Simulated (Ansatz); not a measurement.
# GaAs (F-43m): phonons and vibrational spectra

Wanted: phonon frequencies of GaAs (F-43m) and what follows from them.

Main program and level: Ansatz 0.2.0; DFT LDA, scalar-relativistic, plane waves, PAW; PAW set soft_1.

The experiments to compare with:

“Investigation of Radiation Effect on Structural and Optical Properties of GaAs under High-Energy Electron Irradiation” (2022, pmc:9457441) reports for GaAs, zincblende, by high-resolution XRD, reciprocal space mapping (commercial semi-insulating (001) wafer, relaxed): lattice constant a (cubic a from (004) reciprocal space maps; peak position was aligned …) 5.653 Å [Peak position aligned to 66.049 deg for all samples, so the value is effectively fixed by …].

“Evidence of valence band perturbations in GaAsN/GaAs(001): A combined variable-angle spectroscopic ellipsometry and modulated photoreflectance investigation” (2008, arxiv:0805.2212) reports for GaAs, zincblende, by modulated photoreflectance, low-field lineshape fit (semi-insulating GaAs(001) reference substrate, 300 K): band gap (direct gap E0 at Gamma from PR) 1.418 ± 0.005 eV.

This is a report of a sequence of runs, with most program output left out.

## Step 1: Set-up

It takes space group F-43m (No. 216, cubic). The conventional cell has a = 5.654 Å, b = 5.654 Å, c = 5.654 Å, α = 90.00°, β = 90.00°, γ = 90.00°. Nearest to Ga lie 4 As at 2.45 Å. Nearest to As lie 4 Ga at 2.45 Å. Farther neighbours are not listed.

## Step 2: Bringing the structure to rest

Harmonic phonons are second derivatives at a point where the forces vanish, and they are wanted at zero stress, so atoms and cell are relaxed first.

input.yaml

```yaml
crystal:
  lattice:
    - [0.0, 2.82685, 2.82685]
    - [2.82685, 0.0, 2.82685]
    - [2.82685, 2.82685, 0.0]
  atoms:
    - { symbol: Ga, position: [0.0, 0.0, 0.0] }
    - { symbol: As, position: [0.25, 0.25, 0.25] }
kpoints:
  mp_grid: { grid: [10, 10, 10] }
hamiltonian:
  xc: lda
  pseudopotentials: { kind: paw, azcp: { folder: soft_1 }, xc_functional: pbe }
scf:
  occupations: { method: gaussian, width: 0.01 }
output:
  forces: true
  stress: true
  eigenvalues: true
relax:
  adjacent_minimum: "off"
  f_tol: 0.005
  max_steps: 80
  cell: { stress_tol: 0.05 }
```

Started as:

```bash
$ ansatz run input.yaml --threads 8 --pin off --max-ram 16384MiB --backend cpu --events-out ev --progress --plain --runs-dir out
```

It took 4.8 s on 8 threads of Intel Xeon at 2.70GHz, shared host; peak memory 0.46 GiB; 26 s of CPU time.

Step by step:

```
step  energy less that of the first step (eV)  largest force component (eV/Å)  pressure (GPa)  volume (Å³)
   1                                   0.0000                          0.0000           -1.89        45.18
   2                                  -0.0072                          0.0000           -0.35        44.19
   3                                  -0.0075                          0.0000            0.02        43.96
  4*                                  -0.0073                          0.0000            0.02        43.96
```

Relaxation steps marked * repeat the geometry before them on a plane-wave basis chosen anew for their cell, so energy and pressure can jump there.

The run keeps the 24 symmetry operations that it works with, so distortions that break them were not tested.

| conventional cell, symmetrised | before | after | change |
| --- | --- | --- | --- |
| a (Å) | 5.654 | 5.603 | -0.9 % |
| b (Å) | 5.654 | 5.603 | -0.9 % |
| c (Å) | 5.654 | 5.603 | -0.9 % |
| volume (Å³/atom) | 22.59 | 21.98 | -2.7 % |

The relaxed structure:

```xyz
2
Lattice="0.0000 2.8013 2.8013 2.8013 0.0000 2.8013 2.8013 2.8013 0.0000" Properties=species:S:1:pos:R:3 pbc="T T T"
Ga    0.0000    0.0000    0.0000
As    1.4006    1.4006    1.4006
```

Numbers from this step:

| Item | Value |
| --- | --- |
| pressure | 0.01695 GPa |
| gap on the k-mesh | 0.4930 eV |
| volume per atom | 21.98 Å³ |
| direct gap on mesh | 0.4930 eV |

In this step the volume went from 22.59 to 21.98 Å³/atom.

## Step 3: Relaxing to small forces for the phonons, k-mesh 12×12×12

Phonons need a cell at rest on their own settings, so the relaxation is repeated with tight tolerances on forces and stress on the k mesh and occupations of the first response run.

input.yaml

```yaml
crystal:
  lattice:
    - [0.0, 2.8012713153, 2.8012713153]
    - [2.8012713153, 0.0, 2.8012713153]
    - [2.8012713153, 2.8012713153, 0.0]
  atoms:
    - { symbol: Ga, position: [0.0, 0.0, 0.0] }
    - { symbol: As, position: [0.25, 0.25, 0.25] }
kpoints:
  mp_grid: { grid: [12, 12, 12] }
hamiltonian:
  xc: lda
  pseudopotentials: { kind: paw, azcp: { folder: soft_1 }, xc_functional: pbe }
scf:
  occupations: { method: fixed }
output:
  forces: true
  stress: true
  eigenvalues: true
  write_density: true
  write_potential: true
  elf: true
  volumetric_format: npy
relax:
  adjacent_minimum: "off"
  f_tol: 0.001
  max_steps: 60
  cell: { stress_tol: 0.01 }
```

Elapsed: 4.3 s, on 8 threads; peak memory 0.49 GiB.

Little changed from the start: no atom moved by 0.005 Å and no cell edge by 0.1 %.

Numbers from this step:

* pressure: 0.005362 GPa
* gap on the k-mesh: 0.4911 eV
* volume per atom: 21.99 Å³
* direct gap on mesh: 0.4911 eV

Valence density in the ac plane of a cell with a along [110], b along [-110] and c along [001] of the cube at fractional y = 0.000, with atoms of Ga and As within 0.2 Å of it. It is the smooth field of the valence electrons, not physical close to the nuclei.

Ten steps, logarithmic in the rise over the least value, from '_' (0 e/Å³) to '@' (36 e/Å³), each cell a mean:
```
%%++::............--##%%++::............--##
==::....::--::::..::--==::....::--::::..::--
......::++##**--............::++##**--......
____..::##@@%%==....______..::##@@%%==....__
____..::++%%**--..________..::++%%**--..____
______..::--::..____________..::--::..______
________......________________......________
____________________________________________
____________________________________________
____________________________________________
____________________________________________
____________________________________________
::..______________....::..______________....
**--..__________..::++**--..__________..::++
@@**::..________..==%%@@**::..________..==%%
```
Columns run along a (7.9 Å), rows up along c (5.6 Å), edges of the conventional cell, whose origin can differ from the input's. Atoms in or near the plane, at fractional coordinates: Ga at (0.50, 0.00), Ga at (0.00, 0.00), As at (0.75, 0.75), As at (0.25, 0.75).

ELF in the ac plane of a cell with a along [110], b along [-110] and c along [001] of the cube at fractional y = 0.000, with atoms of Ga and As within 0.2 Å of it. It is the smooth field of the valence electrons, not physical close to the nuclei.

Ten even steps from '0' (0.02) to '9' (0.73), each cell a mean:
```
0147988852001479888520
2369978984223699789842
3599634897435996348974
3688311697436883116974
1478523775214785237752
0257877863002578778630
0025788641000257886410
0002455310000024553100
0000111000000001110000
0000000000000000000000
2110000001221100000012
3321000013333210000133
3332000123333320001233
1233212233112332122331
1134555532011345555320
```
Columns run along a (7.9 Å), rows up along c (5.6 Å), edges of the conventional cell, whose origin can differ from the input's. Atoms in or near the plane, at fractional coordinates: Ga at (0.50, 0.00), Ga at (0.00, 0.00), As at (0.75, 0.75), As at (0.25, 0.75).

Electrostatic potential energy in the ac plane of a cell with a along [110], b along [-110] and c along [001] of the cube at fractional y = 0.000, with atoms of Ga and As within 0.2 Å of it. With pseudopotentials it is smooth inside the atoms' cores, unlike the true potential.

Values in eV, 8 rows by 16 columns, each cell a mean:
```
24  2  3 -1 -2  2  0 18 24  2  3 -1 -2  2  0 18
 4  5 -6 12 22 -6  3  5  4  5 -6 12 22 -6  3  5
11  9 -4  4 11 -6  6 11 11  9 -4  4 11 -6  6 11
12 11  9  4  3  7 11 12 12 11  9  4  3  7 11 12
12 12 12 11 11 12 12 12 12 12 12 11 11 12 12 12
11 11 12 12 12 12 11 11 11 11 12 12 12 12 11 11
 2  5 10 11 12 11  7  2  2  5 10 11 12 11  7  2
34  5  6 10 11  8  0 27 34  5  6 10 11  8  0 27
```
Columns run along a (7.9 Å; values clipped at the 3rd and 97th percentile), rows up along c (5.6 Å), edges of the conventional cell, whose origin can differ from the input's. Atoms in or near the plane, at fractional coordinates: Ga at (0.50, 0.00), Ga at (0.00, 0.00), As at (0.75, 0.75), As at (0.25, 0.75).

The forces vanish by symmetry and the pressure is 0.005 GPa, within the tolerances set. The cell now holds 21.99 Å³/atom.

## Step 4: A first phonon run

The phonons are first tried on the mesh that the gap suggested.

input.yaml, the sections that differ from step 3:

```yaml
crystal:
  lattice:
    - [0.0, 2.8015383337, 2.8015383337]
    - [2.8015383337, 0.0, 2.8015383337]
    - [2.8015383337, 2.8015383337, 0.0]
  atoms:
    - { symbol: Ga, position: [0.0, 0.0, 0.0] }
    - { symbol: As, position: [0.25, 0.25, 0.25] }
output:
  eigenvalues: true
phonons:
  method: dfpt
  dielectric: true
  rigid_motions: translations
# kpoints, hamiltonian, scf: as in step 3
# relax: removed
```

It took 37 s on 8 threads; peak memory 1.3 GiB.

Numbers from this step:

- sum-rule residual before enforcement: 2.52e-4 eV/Å²
- miss of the charge sum rule: 6.19e-5 e
- estimated error of the dielectric tensor: 0.03966
- estimated error of the Born charges: 0.01563 e
- point group: -43m
- highest optical mode at the zone centre (no LO-TO term): 268.8 cm⁻¹
- lowest optical zone-centre mode: 268.8 cm⁻¹
- mean high-frequency dielectric constant: 13.97
- largest Born charge (third of the trace): 2.060 e
- mean static dielectric constant: 15.79
- top of the zone-centre spectrum with the field: 285.8 cm⁻¹

The highest optical mode at Γ without the field comes at 268.8 cm⁻¹, but the log warns of the mesh: “the force constants stand on the 12×12×12 k-mesh, whose period is 9.25 times the interband length at k = (0.0000, 0.0000, 0.0000), direct gap 0.491 eV, under 14: take them and everything formed from them as unconverged”.

## Step 5: Tight relaxation, k-mesh 20×20×20

The k mesh is raised to 20×20×20 since a zone-centre run on the first mesh warned that it was too coarse for the force constants, and the cell is relaxed again on it.

input.yaml, the sections that differ from step 4:

```yaml
kpoints:
  mp_grid: { grid: [20, 20, 20] }
output:
  forces: true
  stress: true
  eigenvalues: true
relax:
  adjacent_minimum: "off"
  f_tol: 0.001
  max_steps: 60
  cell: { stress_tol: 0.01 }
# crystal, hamiltonian, scf: as in step 4
# phonons: removed
```

The job ended after 13 s (8 threads; peak memory 0.63 GiB).

Little changed from the start: no atom moved by 0.005 Å and no cell edge by 0.1 %.

Numbers from this step:

```
pressure           : 0.002819 GPa
gap on the k-mesh  : 0.4901 eV
direct gap on mesh : 0.4901 eV
```

The forces vanish by symmetry and the pressure is 0.003 GPa, within the tolerances set. The cell now holds 21.99 Å³/atom.

## Step 6: Modes at Γ

The zone centre comes first: it holds the modes that light can see, as far as symmetry allows. The response to a homogeneous field gives the Born charges and the dielectric tensor.

input.yaml, the sections that differ from step 5:

```yaml
crystal:
  lattice:
    - [0.0, 2.8016813138, 2.8016813138]
    - [2.8016813138, 0.0, 2.8016813138]
    - [2.8016813138, 2.8016813138, 0.0]
  atoms:
    - { symbol: Ga, position: [0.0, 0.0, 0.0] }
    - { symbol: As, position: [0.25, 0.25, 0.25] }
output:
  eigenvalues: true
phonons:
  method: dfpt
  dielectric: true
  rigid_motions: translations
# kpoints, hamiltonian, scf: as in step 5
# relax: removed
```

Elapsed: 2.2 min, on 8 threads; peak memory 4.1 GiB.

Numbers from this step:

* sum-rule residual before enforcement: 2.57e-4 eV/Å²
* miss of the charge sum rule: 9.19e-5 e
* estimated error of the dielectric tensor: 0.03965
* estimated error of the Born charges: 0.01565 e
* highest optical mode at the zone centre (no LO-TO term): 268.7 cm⁻¹
* lowest optical zone-centre mode: 268.7 cm⁻¹
* top of the zone-centre spectrum with the field: 285.7 cm⁻¹

Without the LO-TO term. Patterns of degenerate modes are one choice out of their space. The modes at Γ (shares of kinetic energy by element, %):

| mode | frequency (cm⁻¹) | symmetry | Ga % | As % |
| --- | --- | --- | --- | --- |
| 1 | 0.0 | acoustic | 48 | 52 |
| 2 | 0.0 | acoustic | 48 | 52 |
| 3 | 0.0 | acoustic | 48 | 52 |
| 4 | 268.7 | T2 | 52 | 48 |
| 5 | 268.7 | T2 | 52 | 48 |
| 6 | 268.7 | T2 | 52 | 48 |

Displacements in mode 6 (268.7 cm⁻¹), the largest set to 1:
```
Ga1  0.00  1.00  0.17
As2  0.00 -0.93 -0.16
```

Optical modes at the zone centre, without and with the macroscopic field of the longitudinal modes; each column is sorted by frequency, so a row need not hold one and the same mode. Modes with and without the field, by row:

```csv
rank among optical modes,no field (cm⁻¹),"q along (1, 0, 0) (cm⁻¹)"
1,268.7,268.7
2,268.7,268.7
3,268.7,285.7
```

Born charge (rows field, columns displacement) (e), principal values of the symmetric part by kind of site:

```csv
atom,atoms with these values,low,middle,high,mean
Ga1,1,2.06,2.06,2.06,2.06
As2,1,-2.06,-2.06,-2.06,-2.06
```

In full for Ga1:

```
2.06 0.00 0.00
0.00 2.06 0.00
0.00 0.00 2.06
```

High-frequency dielectric tensor:

```
13.97  0.00  0.00
 0.00 13.97  0.00
 0.00  0.00 13.97
```

Static dielectric tensor (ions relaxed, fixed cell):

```
15.79  0.00  0.00
 0.00 15.79  0.00
 0.00  0.00 15.79
```

Transverse modes. Infrared lines, with heights relative to the strongest:

```
position (cm⁻¹)  label  relative intensity
            269     T2                 100
```

Before it was imposed, the acoustic sum rule was missed by 2.6e-4 eV/Å² and the charge sum rule by 9.2e-5 e. Small misses are needed for a sound result but don't prove that mesh and cutoff are converged. Against the first mesh the highest mode moved by -0.1 cm⁻¹. The lowest optical mode is real, 269 cm⁻¹.

The log warns of the k mesh: “the force constants stand on the 20×20×20 k-mesh, whose period is 10.12 times the interband length at k = (0.0000, 0.0000, 0.0000), direct gap 0.490 eV, under 14: take them and everything formed from them as unconverged”.

[end of part 1 of 2]

[Logs are printed without paths, hosts, clocks, repeated set-up lines and the standing remarks that a program may print on its own settings, such as how far it seeks lower states.]

[Hosts, paths, dates, database ids (printed as entryN), source tags and the programs' standing remarks are cut or masked in the printed files.]
